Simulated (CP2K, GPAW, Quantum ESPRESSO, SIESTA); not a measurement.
# Running C(110) slab, H on the bottom face (210 atoms) with CP2K

Wanted: CP2K inputs and outputs for C(110) slab, H on the bottom face (210 atoms), checked against a plane-wave reference.

Program: CP2K 2026.2. Level of theory: the method is named at each step. Results are calculated unless marked as measured.

### Step 1. The starting structure

The cell holds 210 atoms: 180 C and 30 H. Cell: a = 12.611 Å, b = 10.701 Å, c = 19.196 Å, α = 90.0°, β = 90.0°, γ = 90.0°. It derives from C (diamond-structure). Diamond-structure C (a = 3.567 Å), (110) slab of 6 atomic planes, 5 x 3 surface cells, H on the broken bonds of the bottom face, 12 Å of vacuum; displaced by a Gaussian of 0.02 Å. Then every atom was moved at random, 0.03 Å r.m.s. a Cartesian component (hydrogen 0.6 of that). Regions: slab, 180 atoms (180 C); hydrogen, 30 atoms (30 H). Vacuum lies along c.

The yardstick, on the same geometry:

```
method                                           : Kohn-Sham DFT, PBE, SSSP efficiency 1.3.0 pseudopotentials, plane waves (Quantum ESPRESSO 7.5); sssp-pbe-1.3.0-efficiency, cutoffs 60/480 Ry, Γ point
r.m.s. force component                           : 1.725 eV/Å
longest force                                    : 6.143 eV/Å
gap (highest filled to lowest empty level) : 0.5489 eV
time                                             : 55 min on 1 thread of Arm Neoverse V2, shared host
CPU time                                         : 55 min
```

### Step 2. PBE, DZVP-MOLOPT-SR, 450/50 Ry, diagonalisation

Method: Kohn-Sham DFT, PBE, GTH-PBE pseudopotentials, Gaussian and plane waves, DZVP-MOLOPT-SR-GTH, diagonalisation.

File input.inp:

```
&GLOBAL
  PROJECT cell
  RUN_TYPE ENERGY_FORCE
  PRINT_LEVEL LOW
&END GLOBAL
&FORCE_EVAL
  METHOD QS
  &DFT
    BASIS_SET_FILE_NAME BASIS_MOLOPT
    POTENTIAL_FILE_NAME GTH_POTENTIALS
    &MGRID
      CUTOFF 450
      REL_CUTOFF 50
    &END MGRID
    &QS
      EPS_DEFAULT 1.0E-12
    &END QS
    &SCF
      SCF_GUESS ATOMIC
      EPS_SCF 5.0E-06
      MAX_SCF 200
      ADDED_MOS 90
      &DIAGONALIZATION
        ALGORITHM STANDARD
      &END DIAGONALIZATION
      &SMEAR ON
        METHOD FERMI_DIRAC
        ELECTRONIC_TEMPERATURE [K] 580
      &END SMEAR
      &MIXING
        METHOD BROYDEN_MIXING
        ALPHA 0.2
        NBROYDEN 12
        BETA 0.05
      &END MIXING
      &PRINT
        &RESTART OFF
        &END RESTART
      &END PRINT
    &END SCF
    &XC
      &XC_FUNCTIONAL PBE
      &END XC_FUNCTIONAL
    &END XC
    &PRINT
      &MULLIKEN ON
      &END MULLIKEN
      &HIRSHFELD ON
        SHAPE_FUNCTION DENSITY
      &END HIRSHFELD
      &MO ON
        EIGENVALUES T
        OCCUPATION_NUMBERS T
        MO_INDEX_RANGE 364 387
        &EACH
          QS_SCF 0
        &END EACH
        ADD_LAST NUMERIC
      &END MO
    &END PRINT
  &END DFT
  &SUBSYS
    &CELL
      A 12.61125 0.00000 0.00000
      B 0.00000 10.70100 0.00000
      C 0.00000 0.00000 19.19561
    &END CELL
    &TOPOLOGY
      COORD_FILE_NAME structure.xyz
      COORD_FILE_FORMAT XYZ
    &END TOPOLOGY
    &KIND C
      BASIS_SET DZVP-MOLOPT-SR-GTH-q4
      POTENTIAL GTH-PBE-q4
    &END KIND
    &KIND H
      BASIS_SET DZVP-MOLOPT-SR-GTH-q1
      POTENTIAL GTH-PBE-q1
    &END KIND
  &END SUBSYS
  &PRINT
    &FORCES ON
    &END FORCES
  &END PRINT
&END FORCE_EVAL
```

File structure.xyz:

```xyz
210

C 11.35605 1.77037 6.88508
C 12.60633 0.91130 6.88662
C 0.02737 10.69822 8.14470
C 11.33777 2.71987 8.15276
C 11.34104 1.81938 9.43771
C 12.53167 0.94458 9.41218
C 0.04969 0.01316 10.65721
C 11.38127 2.61789 10.65894
C 11.29438 1.77005 11.88918
C 0.01526 0.92735 11.98401
C 0.07239 0.03135 13.15590
C 11.28303 2.65363 13.15725
C 1.25305 1.79413 6.87203
C 2.53524 0.84088 6.91695
C 2.55353 10.67104 8.19940
C 1.28723 2.70414 8.22551
C 1.22897 1.75646 9.42620
C 2.49299 0.92093 9.41641
C 2.48025 0.08368 10.61863
C 1.22670 2.66112 10.63955
C 1.27739 1.81307 11.92758
C 2.50333 0.91322 12.00206
C 2.49299 0.06881 13.17644
C 1.29997 2.67204 13.18681
C 11.35656 5.36559 6.92366
C 0.00038 4.44926 6.88374
C 0.02421 3.56739 8.15660
C 11.31746 6.27656 8.19557
C 11.39111 5.39748 9.39779
C 12.55841 4.48094 9.51526
C 0.02018 3.61737 10.68735
C 11.40927 6.27410 10.62093
C 11.37459 5.35125 11.91894
C 0.03228 4.46735 11.95407
C 12.60671 3.53144 13.22021
C 11.31620 6.30653 13.23518
C 3.79409 1.80023 6.86109
C 5.03719 0.89407 6.85763
C 5.05850 0.02290 8.15813
C 3.79649 2.67183 8.12128
C 3.77165 1.77861 9.41065
C 5.06758 0.86946 9.40451
C 5.05862 0.02825 10.68984
C 3.79195 2.74138 10.66892
C 3.76799 1.79713 11.94044
C 5.04929 0.84388 11.95887
C 4.98951 10.67232 13.19142
C 3.76988 2.64347 13.22693
C 1.27058 5.35713 6.87299
C 2.55428 4.49827 6.86742
C 2.48883 3.56589 8.13683
C 1.30653 6.23494 8.16485
C 1.27903 5.37072 9.42408
C 2.50043 4.47355 9.41372
C 2.55050 3.58719 10.66335
C 1.25116 6.22809 10.67142
[... 150 atom lines left out ...]
H 6.32303 9.54561 6.00055
H 7.60219 7.42339 6.02205
H 8.83847 9.56734 6.01341
H 10.07008 7.42585 6.00208
```

Launch:

```sh
> OMP_NUM_THREADS=1 mpirun -np 4 cp2k.psmp -i input.inp > output.txt
```

Numbers of over 12 decimals in the logs are rounded to 6 here.

What it wrote:

```text
CP2K| version string:                                       CP2K version 2026.2
 CP2K| Input file name                                                 input.inp
 GLOBAL| Basis set file name                                        BASIS_MOLOPT
 GLOBAL| Potential file name                                      GTH_POTENTIALS
 GLOBAL| Run type                                                   ENERGY_FORCE
 GLOBAL| Total number of message passing processes                             4
 GLOBAL| Number of threads for this process                                    1
 TOTAL NUMBERS AND MAXIMUM NUMBERS
  Total number of            - Atomic kinds:                                   2
                             - Atoms:                                        210
                             - Shell sets:                                   210
                             - Shells:                                       990
                             - Primitive Cartesian functions:               1050
                             - Cartesian basis functions:                   2670
                             - Spherical basis functions:                   2490
  Maximum angular momentum of- Orbital basis functions:                        2
                             - Local part of the GTH pseudopotential:          2
                             - Non-local part of the GTH pseudopotential:      0
 SCF PARAMETERS         Density guess:                                    ATOMIC
                        max_scf:                                             200
                        eps_scf:                                        5.00E-06
                        added MOs                                        90    0
                        Mixing method:                            BROYDEN_MIXING
                                                charge density mixing in g-space
                        Smear method:                                FERMI_DIRAC
                        Electronic temperature [K]:                        580.0
                        Electronic temperature [a.u.]:                  1.84E-03
                        Accuracy threshold:                             1.00E-10
 Extrapolation method: initial_guess
 Number of electrons:                                                        750
 Number of occupied orbitals:                                                375
 Number of molecular orbitals:                                               465
 Number of orbital functions:                                               2490
 Number of independent orbital functions:                                   2490
 SCF WAVEFUNCTION OPTIMIZATION
  Step     Update method      Time    Convergence         Total energy    Change
     1 NoMix/Diag. 0.20E+00    8.8     0.93773492     -1039.5033635266 -1.04E+03
     2 Broy./Diag. 0.20E+00   10.8     0.08918697     -1006.2521388871  3.33E+01
     3 Broy./Diag. 0.20E+00   10.8     0.27535551     -1028.3146803365 -2.21E+01
     4 Broy./Diag. 0.20E+00   10.8     0.31082795     -1040.0862219674 -1.18E+01
[...]
26 Broy./Diag. 0.20E+00   11.0     0.00000677     -1039.7107284457 -5.73E-05
    27 Broy./Diag. 0.20E+00   11.0     0.00000325     -1039.7107389303 -1.05E-05
  *** SCF run converged in    27 steps ***
  Electronic density on regular grids:       -750.0000000000        0.0000000000
  Core density on regular grids:              749.9999999994       -0.0000000006
  Total charge density on r-space grids:       -0.0000000006
  Total charge density g-space grids:          -0.0000000006
  Overlap energy of the core charge distribution:               1.81671e-05
  Self energy of the core charge distribution:              -2442.615646
  Core Hamiltonian energy:                                    768.347730
  Hartree energy:                                             962.673261
  Exchange-correlation energy:                               -328.115540
  Electronic entropic energy:                                  -0.000562115
  Fermi energy:                                                 0.091100
  Total energy:                                             -1039.710739
  Total energy (extrapolated to T->0):                      -1039.710458
 MO| EIGENVALUES AND OCCUPATION NUMBERS
 MO|
 MO|  Index      Eigenvalue [a.u.]        Eigenvalue [eV]             Occupation
 MO|    364               0.063872               1.738058               1.999999
 MO|    365               0.068049               1.851714               1.999993
 MO|    366               0.068846               1.873395               1.999989
[...]
MO|    386               0.119610               3.254755               0.000000
 MO|    387               0.120029               3.266147               0.000000
 MO| Sum:                                                             750.000000
 MO| E(Fermi):            0.091100 a.u.          2.478953 eV
 !-----------------------------------------------------------------------------!
                     Mulliken Population Analysis
 #  Atom  Element  Kind  Atomic population                           Net charge
       1     C        1          4.055716                             -0.055716
       2     C        1          4.065247                             -0.065247
       3     C        1          3.994880                              0.005120
[...]
209     H        2          0.932907                              0.067093
     210     H        2          0.933870                              0.066130
 # Total charge                            750.000000                 -0.000000
 !-----------------------------------------------------------------------------!
 !-----------------------------------------------------------------------------!
                           Hirshfeld Charges
  #Atom  Element  Kind  Ref Charge     Population                    Net charge
      1       C      1       4.000          4.038                        -0.038
      2       C      1       4.000          4.041                        -0.041
      3       C      1       4.000          3.989                         0.011
[...]
209       H      2       1.000          0.964                         0.036
    210       H      2       1.000          0.962                         0.038
  Total Charge                                                           -0.000
 !-----------------------------------------------------------------------------!
 ENERGY| Total FORCE_EVAL ( QS ) energy [hartree]          -1039.710665
 FORCES| Atomic forces [hartree/bohr]
 FORCES|   Atom     x               y               z               |f|
 FORCES|      1 -1.17085948E-02 -1.51162769E-02  3.36497897E-02   3.87027307E-02
 FORCES|      2  1.04031333E-02  1.66089598E-02  1.60928747E-02   2.53586936E-02
 FORCES|      3 -3.82828448E-02  1.65039917E-02 -1.79453835E-03   4.17274288E-02
[...]
FORCES|    209 -1.28856915E-03 -2.50030713E-03 -7.71769715E-03   8.21430432E-03
 FORCES|    210  2.68236356E-03 -5.73254266E-03 -1.16532060E-02   1.32610079E-02
 FORCES| Sum    -8.22976598E-05  6.42149895E-05  7.29501603E-05
 FORCES| Total atomic force                                       1.27350680E-04
```

It took 5.2 min on 4 MPI ranks of Arm Neoverse V2, shared host; peak memory 6.6 GiB; 21 min of CPU time.

Banners, paths, timers and routine set-up lines are dropped from the logs unmarked, and long logs keep their key lines alone; longer cuts are marked.

Against the reference:

```
r.m.s. force component                           : 1.749 eV/Å
r.m.s. difference of force components            : 34.56 meV/Å
longest difference of force vectors              : 134 meV/Å
force difference over r.m.s. force               : 2.004 %
slope of forces against the reference's          : 1.014
correlation of force components                  : 0.9999
gap (highest filled to lowest empty level) : 0.5368 eV
gap difference                                   : -0.0121 eV
```

Length of the force difference by element (eV/Å):

| element | atoms | mean | most |
| --- | --- | --- | --- |
| C | 180 | 0.058 | 0.13 |
| H | 30 | 0.037 | 0.078 |

Levels nearest the highest filled one (eV from it): -0.47, -0.36, -0.34, -0.30, -0.25, -0.20, -0.17, -0.12, -0.09, -0.05, -0.02, 0.00, 0.54, 0.56, 0.57, 0.62, 0.75, 0.76, 0.83, 0.87, 0.98, 1.03, 1.04, 1.06.

A closer look about C23, which bears the longest force among the free atoms: 11 atoms, nearest first, numbered in the order of the input, with positions taken from that point.

| atom | x | y | z | distance (Å) | bonds | Hirshfeld charge (e) | Fx | Fy | Fz (eV/Å) |
| --- | --- | --- | --- | --- | --- | --- | --- | --- | --- |
| C23 | 0.00 | 0.00 | 0.00 | 0.00 | 3 | -0.01 | 0.73 | -6.21 | 0.23 |
| C22 | 0.01 | 0.84 | -1.17 | 1.45 | 4 | -0.01 | 0.32 | 2.05 | -2.58 |
| C108 | -1.23 | -0.94 | 0.02 | 1.55 | 3 | -0.02 | 0.22 | 3.88 | -1.45 |
| C144 | 1.31 | -0.98 | 0.05 | 1.64 | 3 | -0.03 | -1.34 | 4.61 | -1.22 |
| C11 | -2.42 | -0.04 | -0.02 | 2.42 | 3 | 0.00 | -2.70 | -4.58 | -0.22 |
| C21 | -1.22 | 1.74 | -1.25 | 2.47 | 4 | 0.00 | -0.99 | -0.92 | 1.50 |
| C45 | 1.27 | 1.73 | -1.24 | 2.48 | 4 | 0.01 | 0.20 | -1.24 | 1.26 |
| C47 | 2.50 | -0.10 | 0.01 | 2.50 | 3 | -0.01 | 2.07 | -4.18 | -0.83 |
| C141 | 1.28 | -1.83 | -1.23 | 2.55 | 4 | 0.00 | 0.64 | -1.57 | 0.29 |
| C19 | -0.01 | 0.01 | -2.56 | 2.56 | 4 | 0.01 | 1.53 | -3.47 | 3.75 |
| C105 | -1.27 | -1.84 | -1.27 | 2.57 | 4 | 0.01 | 2.50 | -1.69 | 2.55 |

Forces lie 2.0 % from the reference's, at 0.38 times its CPU time (on 4 against 1 cores).

### Step 3. PBE, SZV-MOLOPT-SR, 450/50 Ry, diagonalisation

Method: Kohn-Sham DFT, PBE, GTH-PBE pseudopotentials, Gaussian and plane waves, SZV-MOLOPT-SR-GTH, diagonalisation.

input.inp: that of step 2 with these lines changed.

```diff
@@ -67,8 +67,31 @@
     &END CELL
-    &TOPOLOGY
-      COORD_FILE_NAME structure.xyz
-      COORD_FILE_FORMAT XYZ
-    &END TOPOLOGY
+    &COORD
+      C 11.35605 1.77037 6.88508
+      C 12.60633 0.91130 6.88662
+      C 0.02737 10.69822 8.14470
+      C 11.33777 2.71987 8.15276
+      C 11.34104 1.81938 9.43771
+      C 12.53167 0.94458 9.41218
+      C 0.04969 0.01316 10.65721
+      C 11.38127 2.61789 10.65894
+      C 11.29438 1.77005 11.88918
+      C 0.01526 0.92735 11.98401
+      C 0.07239 0.03135 13.15590
+      C 11.28303 2.65363 13.15725
+      C 1.25305 1.79413 6.87203
+      C 2.53524 0.84088 6.91695
+      C 2.55353 10.67104 8.19940
+      C 1.28723 2.70414 8.22551
+      C 1.22897 1.75646 9.42620
+      C 2.49299 0.92093 9.41641
+      C 2.48025 0.08368 10.61863
+      C 1.22670 2.66112 10.63955
+[... 186 atom lines left out ...]
+      H 6.32303 9.54561 6.00055
+      H 7.60219 7.42339 6.02205
+      H 8.83847 9.56734 6.01341
+      H 10.07008 7.42585 6.00208
+    &END COORD
     &KIND C
-      BASIS_SET DZVP-MOLOPT-SR-GTH-q4
+      BASIS_SET SZV-MOLOPT-SR-GTH-q4
       POTENTIAL GTH-PBE-q4
@@ -76,3 +99,3 @@
     &KIND H
-      BASIS_SET DZVP-MOLOPT-SR-GTH-q1
+      BASIS_SET SZV-MOLOPT-SR-GTH-q1
       POTENTIAL GTH-PBE-q1
```

Launch:

```sh
> OMP_NUM_THREADS=2 cp2k.psmp -i input.inp > output.txt
```

What it wrote:

```text
CP2K| version string:                                       CP2K version 2026.2
 CP2K| Input file name                                                 input.inp
 GLOBAL| Basis set file name                                        BASIS_MOLOPT
 GLOBAL| Potential file name                                      GTH_POTENTIALS
[... lines left out ...]
                        Smear method:                                FERMI_DIRAC
[... lines left out ...]
 Number of electrons:                                                        750
[... lines left out ...]
  Step     Update method      Time    Convergence         Total energy    Change
[... lines left out ...]
  *** SCF run converged in    26 steps ***
[... lines left out ...]
  Fermi energy:                                                 0.150053
  Total energy:                                             -1035.738303
  Total energy (extrapolated to T->0):                      -1035.738019
[... lines left out ...]
 MO| E(Fermi):            0.150053 a.u.          4.083148 eV
[... lines left out ...]
    210       H      2       1.000          0.962                         0.038
  Total Charge                                                           -0.000
 !-----------------------------------------------------------------------------!
 ENERGY| Total FORCE_EVAL ( QS ) energy [hartree]          -1035.738295
 FORCES| Atomic forces [hartree/bohr]
 FORCES|   Atom     x               y               z               |f|
 FORCES|      1 -1.51693200E-02 -3.69524967E-03  2.89953119E-02   3.29316147E-02
 FORCES|      2  1.31834434E-02  7.17720008E-03  7.63043436E-03   1.68386137E-02
 FORCES|      3 -4.81761993E-02  2.30219041E-02 -6.07677852E-04   5.33977858E-02
[...]
FORCES|    209 -1.86210825E-03 -9.70664111E-03  1.94728631E-04   9.88555755E-03
 FORCES|    210  3.42431669E-03 -7.08438724E-04 -5.12845157E-03   6.20716084E-03
 FORCES| Sum    -7.27949442E-05  9.07754497E-05  3.64215990E-05
 FORCES| Total atomic force                                       1.21925465E-04
```

The job ended after 4.1 min (2 threads; peak memory 4.8 GiB).

Compared with the plane-wave run:

```yaml
r_m_s_force_component: 2.206 eV/Å
r_m_s_difference_of_force_components: 548.9 meV/Å
longest_difference_of_force_vectors: 2001 meV/Å
force_difference_over_r_m_s_force: 31.82 %
slope_of_forces_against_the_reference_s: 1.267
correlation_of_force_components: 0.9908
spacing_of_highest_filled_and_lowest_empty_level: 0.4918 eV
gap_difference: -0.0571 eV
```

This is a coarse setting, run to see what it loses.

Against the first run (2.0 %), the force difference from the reference is 32 %, at 0.36 times the CPU time (on 2 against 4 cores), with 750 basis functions against 2490: the smaller basis costs accuracy.

[end of part 1 of 2]

[Also dropped from logs without a mark: logging warnings of Python, and SIESTA's first energy breakdown and zero terms.]

[Logs are printed without paths, hosts, clocks, repeated set-up lines and the standing remarks that a program may print on its own settings, such as how far it seeks lower states.]

[Hosts, paths, dates, database ids (printed as entryN), source tags and the programs' standing remarks are cut or masked in the printed files.]
